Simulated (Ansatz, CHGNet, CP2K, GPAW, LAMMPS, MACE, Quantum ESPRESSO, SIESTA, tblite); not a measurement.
**GPAW runs on amorphous Ge (61 atoms)**

Aim: run amorphous Ge (61 atoms) in GPAW and see how near its forces come to a plane-wave reference, and at what cost.

Main program and level: GPAW 26.7.0; the method is named at each step.

## (1) The structure

The cell holds 61 atoms: 61 Ge. Its edges and angles: a = 10.650 Å, b = 10.650 Å, c = 10.650 Å, α = 90.0°, β = 90.0°, γ = 90.0°. 61 atoms (61 Ge) placed at random at 6.09 g/cm³, melted at 3500 K for 10 ps at fixed volume with the Tersoff potential (Tersoff, Phys. Rev. B 39, 5566 (1989)). Quenched from 3500 K to 100 K at 5 K/ps and fixed volume, held 5 ps, then minimised at fixed cell.

The yardstick, on the same geometry:

| Quantity | Value |
| --- | --- |
| method | Kohn-Sham DFT, PBE, SSSP efficiency 1.3.0 pseudopotentials, plane waves (Quantum ESPRESSO 7.5); sssp-pbe-1.3.0-efficiency, cutoffs 45/360 Ry, Γ point |
| r.m.s. force component | 0.2801 eV/Å |
| longest force | 0.9141 eV/Å |
| pressure | 9.332 GPa |
| time | 2.7 min on 4 MPI ranks of Arm Neoverse V1, shared host |
| CPU time | 11 min |

## (2) PBE, LCAO dzp, h 0.2 Å

Method: Kohn-Sham DFT, PBE, PAW, atomic orbitals (dzp).

Input file run.py:

```python
import numpy as np
from ase.io import read
from gpaw import GPAW, FermiDirac

atoms = read("structure.xyz")
atoms.calc = GPAW(
    mode="lcao",
    basis="dzp",
    h=0.2,
    xc="PBE",
    kpts={"size": (1, 1, 1), "gamma": True},
    occupations=FermiDirac(0.05),
    maxiter=200,
    symmetry={"point_group": False},
    txt="gpaw.txt",
)
energy = atoms.get_potential_energy(force_consistent=True)
forces = atoms.get_forces()
print(f"energy {energy:.6f} eV")
print("forces (eV/A)")
for i, (a, f) in enumerate(zip(atoms, forces)):
    print(f"{i:4d} {a.symbol:2s} {f[0]:10.5f} {f[1]:10.5f} {f[2]:10.5f}")
print(f"Fermi level {atoms.calc.get_fermi_level():.4f} eV")
for k in range(len(atoms.calc.get_ibz_k_points())):
    for s in range(atoms.calc.get_number_of_spins()):
        e = atoms.calc.get_eigenvalues(kpt=k, spin=s)
        n = np.searchsorted(e, atoms.calc.get_fermi_level())
        print(f"k {k} spin {s} levels about the Fermi level:", np.round(e[max(n - 6, 0):n], 4).tolist(), "|", np.round(e[n:n + 6], 4).tolist())
```

Input file structure.xyz:

```xyz
61
Lattice="10.64970 0.00000 0.00000 0.00000 10.64970 0.00000 0.00000 0.00000 10.64970" Properties=species:S:1:pos:R:3 pbc="T T T"
Ge 0.19372 3.69044 9.70603
Ge 5.73518 5.30770 5.45073
Ge 7.06906 0.66401 3.45380
Ge 7.60825 3.09640 3.25657
Ge 2.63452 4.81963 1.50502
Ge 5.92102 8.99878 3.47542
Ge 5.35286 4.00503 7.64084
Ge 9.00283 1.73867 8.07950
Ge 2.50939 9.09889 2.74954
Ge 9.38686 4.29332 7.56640
Ge 9.28494 10.02584 2.79576
Ge 6.15105 2.74890 10.51040
Ge 0.28286 1.46093 2.09118
Ge 8.33786 3.45327 0.94686
Ge 5.29194 1.37062 1.73867
Ge 7.92668 6.49866 5.44509
Ge 2.56349 5.80504 7.13008
Ge 10.50284 1.91322 4.59226
Ge 2.40907 7.19430 0.30586
Ge 0.68595 1.84006 6.95255
Ge 8.78898 7.91464 9.79378
Ge 10.45353 9.93532 5.02549
Ge 6.23274 0.46092 5.84551
Ge 1.69181 3.59385 4.54550
Ge 3.55508 2.84943 2.99949
Ge 10.27696 7.38834 5.41761
Ge 2.66924 0.70927 1.58830
Ge 0.18424 6.27480 10.10720
Ge 3.94412 1.58436 5.23390
Ge 5.80313 9.99432 0.54250
Ge 4.61004 9.03723 5.59972
Ge 3.83102 6.73668 5.32975
Ge 7.38099 5.40792 8.39175
Ge 0.29468 6.42251 7.56629
Ge 9.14170 4.12612 4.98779
Ge 10.46706 8.89633 8.12743
Ge 7.48802 7.83403 7.58993
Ge 8.19047 9.86897 0.49947
Ge 5.54136 4.32846 3.24635
Ge 5.00749 10.56823 9.05363
Ge 1.74240 10.33489 7.41049
Ge 5.54498 5.85904 1.29862
Ge 5.17756 8.46981 7.91230
Ge 4.34955 4.50418 10.13244
Ge 2.47659 10.18537 5.04242
Ge 0.43951 8.61763 1.46923
Ge 8.61156 10.12829 6.80324
Ge 2.47733 2.99022 9.23648
Ge 9.49304 1.41204 10.50902
Ge 0.48328 10.15321 10.22776
Ge 2.53782 6.62284 3.34049
Ge 2.85646 3.34656 6.82305
Ge 7.70687 5.77310 0.20533
Ge 4.56670 8.14404 1.55933
Ge 0.31608 5.59365 3.81973
Ge 8.03733 7.77045 3.31365
[... 1 atom lines left out ...]
Ge 3.81440 6.69536 8.95672
Ge 2.71802 0.59660 9.64895
Ge 6.43135 1.76764 8.09899
Ge 9.62818 6.49131 1.76231
```

Command:

```
$ OMP_NUM_THREADS=1 python run.py > output.txt
```

Output:

```text
energy -240.363526 eV
forces (eV/A)
   0 Ge   -0.15827    0.17555   -0.09696
   1 Ge    0.21822   -0.44909    0.42828
   2 Ge    0.28246   -0.02669    0.08915
   3 Ge    0.04546   -0.05920    0.13648
   4 Ge   -0.47901    0.16118   -0.35798
   5 Ge    0.38131   -0.28516    0.39113
   6 Ge    0.49923    0.63686   -0.47240
   7 Ge   -0.48331   -0.62920    0.23839
   8 Ge   -0.14728    0.02470    0.52797
   9 Ge    0.16243    0.44735   -0.03914
  10 Ge   -0.67724    0.44239   -0.15980
  11 Ge    0.33803    0.19962    0.00350
  12 Ge   -0.25822   -0.06751    0.29158
  13 Ge    0.27213   -0.48676   -0.16722
  14 Ge    0.27352    0.16879    0.42902
  15 Ge   -0.45057   -0.22210    0.27435
  16 Ge   -0.50984   -0.06269   -0.03100
  17 Ge    0.07768    0.15080   -0.15568
  18 Ge   -0.43768    0.61656   -0.29347
  19 Ge   -0.05728    0.09394    0.23542
  20 Ge   -0.38363   -0.43940   -0.16005
  21 Ge   -0.47806   -0.33950    0.24501
  22 Ge    0.08776    0.43390   -0.26061
  23 Ge   -0.07240    0.15546    0.43596
[...]
53 Ge   -0.10521   -0.60149   -0.03741
  54 Ge    0.23633   -0.16940   -0.52842
  55 Ge    0.13899    0.04831   -0.23918
  56 Ge    0.25746   -0.25427    0.20232
  57 Ge    0.08242   -0.16020    0.23489
  58 Ge    0.50390   -0.25971   -0.13173
  59 Ge    0.35931    0.06305   -0.12550
  60 Ge   -0.51520    0.54645    0.51981
Fermi level 7.2987 eV
k 0 spin 0 levels about the Fermi level: [6.874, 6.8965, 6.9326, 7.1765, 7.1982, 7.2455] | [7.3601, 7.3812, 7.4382, 7.5414, 7.6253, 7.6875]
```

gpaw.txt:

```text
Input parameters:
  mode=LCAO(),
  basis={'default': 'dzp'},
  h=0.2,
  kpts=MonkhorstPack(size=(1, 1, 1), gamma=True),
  maxiter=200,
  occupations=Occupations(name='fermi-dirac', width=0.05, fixmagmom=False),
  symmetry=Symmetry(point_group=False),
  xc=XC(name='PBE')
Unit cell  # Å
| periodic |         x |         y |         z |   lengths |    angles |
|----------|-----------|-----------|-----------|-----------|-----------|
|      yes | 10.649700 |  0.000000 |  0.000000 | 10.649700 | 90.000000 |
|      yes |  0.000000 | 10.649700 |  0.000000 | 10.649700 | 90.000000 |
|      yes |  0.000000 |  0.000000 | 10.649700 | 10.649700 | 90.000000 |
Number of symmetries: 1
Symmetry operations  # r_c * U_cc + t_c -> r_c
|   | kind |            matrix            |
|---|------|------------------------------|
| 0 |  E   |  1, 0, 0,  0, 1, 0,  0, 0, 1 |
BZ-sampling:
  Number of BZ points: 1
  Number of IBZ points: 1
  Monkhorst-Pack size: [1, 1, 1]
  Monkhorst-Pack shift: [0, 0, 0]
[... lines left out ...]
  Fermi-Dirac:
[... lines left out ...]
interpolation: tri-quintic # 5. degree polynomial
Initialization done in: 8.110 s
convergence criteria:
- Maximum [total energy] change in last 3 cyles: 0.0005 eV / valence electron
- Maximum integral of absolute [dens]ity change: 0.0001 electrons / valence electron
- Maximum integral of absolute [eigenst]ate change: 4e-08 eV^2 / valence electron
maximum number of iterations: 200
SCF iterations
|iter     |      energy | eigst |  dens |
|---------|-------------|-------|-------|
|iter:   1| -240.783878 |      c|       |
|iter:   2| -240.650166 |      c| -1.14 |
|iter:   3| -245.248424 |      c| -1.16 |
|iter:   4| -246.362114 |      c| -1.21 |
|iter:   5| -240.496803 |      c| -1.15 |
|iter:   6| -240.403099 |      c| -1.85 |
|iter:   7| -240.258974 |      c| -1.96 |
|iter:   8| -240.247691 |      c| -2.36 |
|iter:   9| -240.250929c|      c| -2.57 |
|iter:  10| -240.239981c|      c| -2.55 |
|iter:  11| -240.241180c|      c| -2.98 |
|iter:  12| -240.239284c|      c| -3.04 |
|iter:  13| -240.239447c|      c| -3.43 |
|iter:  14| -240.239340c|      c| -3.83 |
|iter:  15| -240.239379c|      c| -3.92 |
|iter:  16| -240.239403c|      c| -4.12c|
Converged in 16 steps
SCF loop duration: 199.208 s (12.450 s/step)
Energy contributions relative to reference atoms: (reference = -3482955.909003)
Energy contributions:
  Kinetic:        1178.264156
  Coulomb:       -1033.204210
  Zero:              0.550536
  External:          0.000000
  Xc:             -385.725762
  Entropy:          -0.248246
  Spinorbit:         0.000000
  ----------------------------
  Free energy:    -240.363526
  Extrapolated:   -240.239403
dipole moment: (-74.435291, 83.424034, 32.326077)  # |e|*Ang
Fermi level: 7.299
Eigenvalues  # (at kpt = [0.000, 0.000, 0.000])
| band index |      eig [eV] | occ [0-2] |
|------------|---------------|-----------|
|          0 |        -6.104 |     2.000 |
|        ... |               |           |
|        114 |         6.761 |     2.000 |
|        115 |         6.789 |     2.000 |
[...]
|        129 |         7.884 |     0.000 |
|        ... |               |           |
|        150 |         9.669 |     0.000 |
Gap: 0.115 eV
Transition (v -> c):
  (s=0, k=0, n=121, [0.00, 0.00, 0.00]) -> (s=0, k=0, n=122, [0.00, 0.00, 0.00])
No difference between direct/indirect transitions
Force computation time: 28.197  # s
timing:  # [seconds]
  Total:  235.543  # ━━━━━━━━━━━━━━━━━━━━━━━━━━━━━━━━━━━━━━━━━━━━━━━━━━━━━━━━
  Init:     8.110  # ━━
  SCF:    199.208  # ━━━━━━━━━━━━━━━━━━━━━━━━━━━━━━━━━━━━━━━━━━━━━━━╸
  Forces:  28.197  # ━━━━━━╸
```

Elapsed: 3.9 min, on 1 thread of Arm Neoverse V1, shared host; peak memory 1.2 GiB.

Banners, paths, timers and routine set-up lines are dropped from the logs unmarked, and long logs keep their key lines alone; longer cuts are marked.

Compared with the plane-wave run:

* r.m.s. force component: 0.3029 eV/Å
* r.m.s. difference of force components: 48.12 meV/Å
* longest difference of force vectors: 186.2 meV/Å
* force difference over r.m.s. force: 17.18 %
* slope of forces against the reference's: 1.07
* correlation of force components: 0.9894

Local excerpt of 9 atoms (numbers count through the whole input) about Ge25, which has 6 bonded neighbours where the commonest count for Ge is 5; x, y, z are measured from there.

```
atom      x      y      z  distance (Å)  bonds     Fx     Fy  Fz (eV/Å)
Ge25   0.00   0.00   0.00          0.00      6   0.08   0.07       0.17
Ge39   1.99   1.48   0.25          2.49      4  -0.12   0.10      -0.24
Ge24  -1.86   0.74   1.55          2.53      4  -0.07   0.16       0.44
Ge29   0.39  -1.27   2.23          2.60      4   0.39   0.47       0.22
Ge15   1.74  -1.48  -1.26          2.61      5   0.27   0.17       0.43
 Ge5  -0.92   1.97  -1.49          2.64      5  -0.48   0.16      -0.36
Ge27  -0.89  -2.14  -1.41          2.71      5   0.13   0.18      -0.21
Ge13  -3.27  -1.39  -0.91          3.67      5  -0.26  -0.07       0.29
Ge57  -3.39   1.18  -1.39          3.85      6   0.26  -0.25       0.20
```

Atoms are counted from 1 here, from 0 in the log.

Forces lie 17 % from the reference's, at 0.37 times its CPU time (on 1 against 4 cores).

## (3) PBE, plane waves 550 eV

Method: Kohn-Sham DFT, PBE, PAW, plane waves.

run.py, as its differences from that of step 2:

```diff
@@ -2,3 +2,4 @@
 from ase.io import read
-from gpaw import GPAW, FermiDirac
+from gpaw import GPAW, FermiDirac, PW
+from ase.parallel import parprint as print
 
@@ -6,5 +7,3 @@
 atoms.calc = GPAW(
-    mode="lcao",
-    basis="dzp",
-    h=0.2,
+    mode=PW(550),
     xc="PBE",
@@ -14,2 +13,3 @@
     symmetry={"point_group": False},
+    nbands=501,
     txt="gpaw.txt",
@@ -22,2 +22,6 @@
     print(f"{i:4d} {a.symbol:2s} {f[0]:10.5f} {f[1]:10.5f} {f[2]:10.5f}")
+stress = -atoms.get_stress(voigt=False) * 160.21766
+print("stress (GPa, compression positive)")
+for row in stress:
+    print(" ".join(f"{x:10.4f}" for x in row))
 print(f"Fermi level {atoms.calc.get_fermi_level():.4f} eV")
```

structure.xyz is that of step 2.

Command:

```
$ OMP_NUM_THREADS=1 mpirun -np 4 gpaw python run.py > output.txt
```

Output:

```text
energy -249.464545 eV
forces (eV/A)
   0 Ge   -0.14094    0.19033   -0.09018
   1 Ge    0.20743   -0.39127    0.41841
   2 Ge    0.21376   -0.05815    0.07490
   3 Ge   -0.03416   -0.07096    0.07819
   4 Ge   -0.45532    0.22173   -0.31030
   5 Ge    0.42399   -0.24003    0.37475
[...]
58 Ge    0.44505   -0.22628   -0.14004
  59 Ge    0.32455    0.07037   -0.09550
  60 Ge   -0.45350    0.52885    0.45451
stress (GPa, compression positive)
   10.5122    -0.4761     0.1717
   -0.4761     7.9799     0.1562
    0.1717     0.1562    10.7076
Fermi level 7.2506 eV
k 0 spin 0 levels about the Fermi level: [6.8372, 6.858, 6.8927, 7.1307, 7.1504, 7.1963] | [7.3119, 7.333, 7.3908, 7.4854, 7.5675, 7.6325]
```

gpaw.txt:

```text
Input parameters:
  mode=PW(ecut=550.0),
  kpts=MonkhorstPack(size=(1, 1, 1), gamma=True),
  maxiter=200,
  nbands=501,
  occupations=Occupations(name='fermi-dirac', width=0.05, fixmagmom=False),
[... lines left out ...]
  Converge bands: occupied
[... lines left out ...]
  Fermi-Dirac:
[... lines left out ...]
convergence criteria:
- Maximum [total energy] change in last 3 cyles: 0.0005 eV / valence electron
[... lines left out ...]
Converged in 24 steps
[... lines left out ...]
  Free energy:    -249.464545
[... lines left out ...]
Fermi level: 7.251
[... lines left out ...]
|        ... |               |           |
[...]
Gap: 0.116 eV
Transition (v -> c):
  (s=0, k=0, n=121, [0.00, 0.00, 0.00]) -> (s=0, k=0, n=122, [0.00, 0.00, 0.00])
No difference between direct/indirect transitions
Force computation time: 3.627  # s
Stress tensor  # eV/Ang^3
|         x |         y |         z |
|-----------|-----------|-----------|
[...]
|  0.002971 | -0.049807 | -0.000975 |
| -0.001072 | -0.000975 | -0.066832 |
Stress computation time: 12.524  # s
```

The job ended after 3.7 min (4 MPI ranks; peak memory 2.2 GiB; 15 min of CPU time).

Compared with the plane-wave run:

```
r.m.s. force component                  : 0.2852 eV/Å
r.m.s. difference of force components   : 15.12 meV/Å
longest difference of force vectors     : 56.89 meV/Å
force difference over r.m.s. force      : 5.398 %
slope of forces against the reference's : 1.017
correlation of force components         : 0.9987
pressure                                : 9.733 GPa
pressure difference                     : 0.4009 GPa
```

Against the first run (17 %), the force difference from the reference is 5.4 %, at 3.7 times the CPU time (on 4 against 1 cores).

The run ends at a pressure of 9.73 GPa, with forces up to 0.91 eV/Å.

## (4) PBE, grid h 0.2 Å

Method: Kohn-Sham DFT, PBE, PAW, finite differences on a real-space grid.

run.py, as its differences from that of step 3:

```diff
@@ -2,3 +2,3 @@
 from ase.io import read
-from gpaw import GPAW, FermiDirac, PW
+from gpaw import GPAW, FermiDirac
 from ase.parallel import parprint as print
@@ -7,3 +7,4 @@
 atoms.calc = GPAW(
-    mode=PW(550),
+    mode="fd",
+    h=0.2,
     xc="PBE",
@@ -22,6 +23,2 @@
     print(f"{i:4d} {a.symbol:2s} {f[0]:10.5f} {f[1]:10.5f} {f[2]:10.5f}")
-stress = -atoms.get_stress(voigt=False) * 160.21766
-print("stress (GPa, compression positive)")
-for row in stress:
-    print(" ".join(f"{x:10.4f}" for x in row))
 print(f"Fermi level {atoms.calc.get_fermi_level():.4f} eV")
```

structure.xyz is that of step 3.

Output:

```text
energy -249.213374 eV
forces (eV/A)
   0 Ge   -0.15095    0.19093   -0.06028
   1 Ge    0.21043   -0.41177    0.39231
   2 Ge    0.21161   -0.04012    0.07648
   3 Ge   -0.01442   -0.06185    0.07459
   4 Ge   -0.46869    0.21648   -0.31514
   5 Ge    0.43932   -0.22960    0.37975
   6 Ge    0.49409    0.61896   -0.43138
   7 Ge   -0.44420   -0.59210    0.25039
   8 Ge   -0.12767   -0.02829    0.44217
   9 Ge    0.15784    0.44807   -0.00756
  10 Ge   -0.68192    0.39702   -0.16864
  11 Ge    0.31819    0.21392    0.00455
  12 Ge   -0.25309   -0.08191    0.26775
  13 Ge    0.26535   -0.45582   -0.15268
  14 Ge    0.28541    0.17560    0.39959
  15 Ge   -0.40829   -0.19657    0.27139
  16 Ge   -0.45633   -0.05686    0.00403
  17 Ge    0.16404    0.18976   -0.11965
  18 Ge   -0.43863    0.54676   -0.22232
  19 Ge   -0.02185    0.04652    0.15268
  20 Ge   -0.32927   -0.44692   -0.18552
  21 Ge   -0.48633   -0.29367    0.28955
  22 Ge    0.04782    0.39663   -0.29857
  23 Ge   -0.10513    0.08662    0.44566
[...]
53 Ge   -0.12548   -0.58039    0.02940
  54 Ge    0.24174   -0.20195   -0.57287
  55 Ge    0.17047    0.09229   -0.16967
  56 Ge    0.22463   -0.17842    0.14501
  57 Ge    0.03533   -0.19844    0.22851
  58 Ge    0.46744   -0.23749   -0.12679
  59 Ge    0.35621    0.03114   -0.11722
  60 Ge   -0.45193    0.52301    0.44702
Fermi level 7.2497 eV
k 0 spin 0 levels about the Fermi level: [6.8364, 6.8572, 6.8918, 7.1299, 7.1496, 7.1956] | [7.311, 7.332, 7.39, 7.4845, 7.5667, 7.6316]
```

gpaw.txt:

```text
Input parameters:
  mode=FD(),
  h=0.2,
  kpts=MonkhorstPack(size=(1, 1, 1), gamma=True),
  maxiter=200,
  nbands=501,
  occupations=Occupations(name='fermi-dirac', width=0.05, fixmagmom=False),
  symmetry=Symmetry(point_group=False),
  xc=XC(name='PBE')
Diagonalizing LCAO Hamiltonian
Converting LCAO to fd mode
        .-------------------------.
       /|Ge                       |
[... lines left out ...]
  Converge bands: occupied
[... lines left out ...]
  Fermi-Dirac:
[... lines left out ...]
convergence criteria:
- Maximum [total energy] change in last 3 cyles: 0.0005 eV / valence electron
[... lines left out ...]
Converged in 18 steps
[... lines left out ...]
  Coulomb:        -774.193508
  Zero:             -1.023012
  External:          0.000000
  Xc:             -369.706629
  Entropy:          -0.249815
  Spinorbit:         0.000000
  ----------------------------
  Free energy:    -249.213374
  Extrapolated:   -249.088466
dipole moment: (-74.841119, 83.440886, 32.692314)  # |e|*Ang
Fermi level: 7.250
Eigenvalues  # (at kpt = [0.000, 0.000, 0.000])
| band index |      eig [eV] | occ [0-2] |
|------------|---------------|-----------|
|          0 |        -6.090 |     2.000 |
|        ... |               |           |
|        114 |         6.726 |     2.000 |
|        115 |         6.750 |     2.000 |
[...]
|        129 |         7.824 |     0.000 |
|        ... |               |           |
|        500 |        28.572 |     0.000 |
Gap: 0.115 eV
Transition (v -> c):
  (s=0, k=0, n=121, [0.00, 0.00, 0.00]) -> (s=0, k=0, n=122, [0.00, 0.00, 0.00])
No difference between direct/indirect transitions
Force computation time: 4.234  # s
```

Elapsed: 4.5 min, on 4 MPI ranks; peak memory 3.2 GiB.

Against the reference:

| Quantity | Value |
| --- | --- |
| r.m.s. force component | 0.2856 eV/Å |
| r.m.s. difference of force components | 20.83 meV/Å |
| longest difference of force vectors | 69.32 meV/Å |
| force difference over r.m.s. force | 7.436 % |
| slope of forces against the reference's | 1.017 |
| correlation of force components | 0.9975 |

Against the first run (17 %), the force difference from the reference is 7.4 %, at 4.5 times the CPU time (on 4 against 1 cores).

(Continued in part 2 of 2.)

[Also dropped from logs without a mark: logging warnings of Python, and SIESTA's first energy breakdown and zero terms.]

[Logs are printed without paths, hosts, clocks, repeated set-up lines and the standing remarks that a program may print on its own settings, such as how far it seeks lower states.]

[Hosts, paths, dates, database ids (printed as entryN), source tags and the programs' standing remarks are cut or masked in the printed files.]
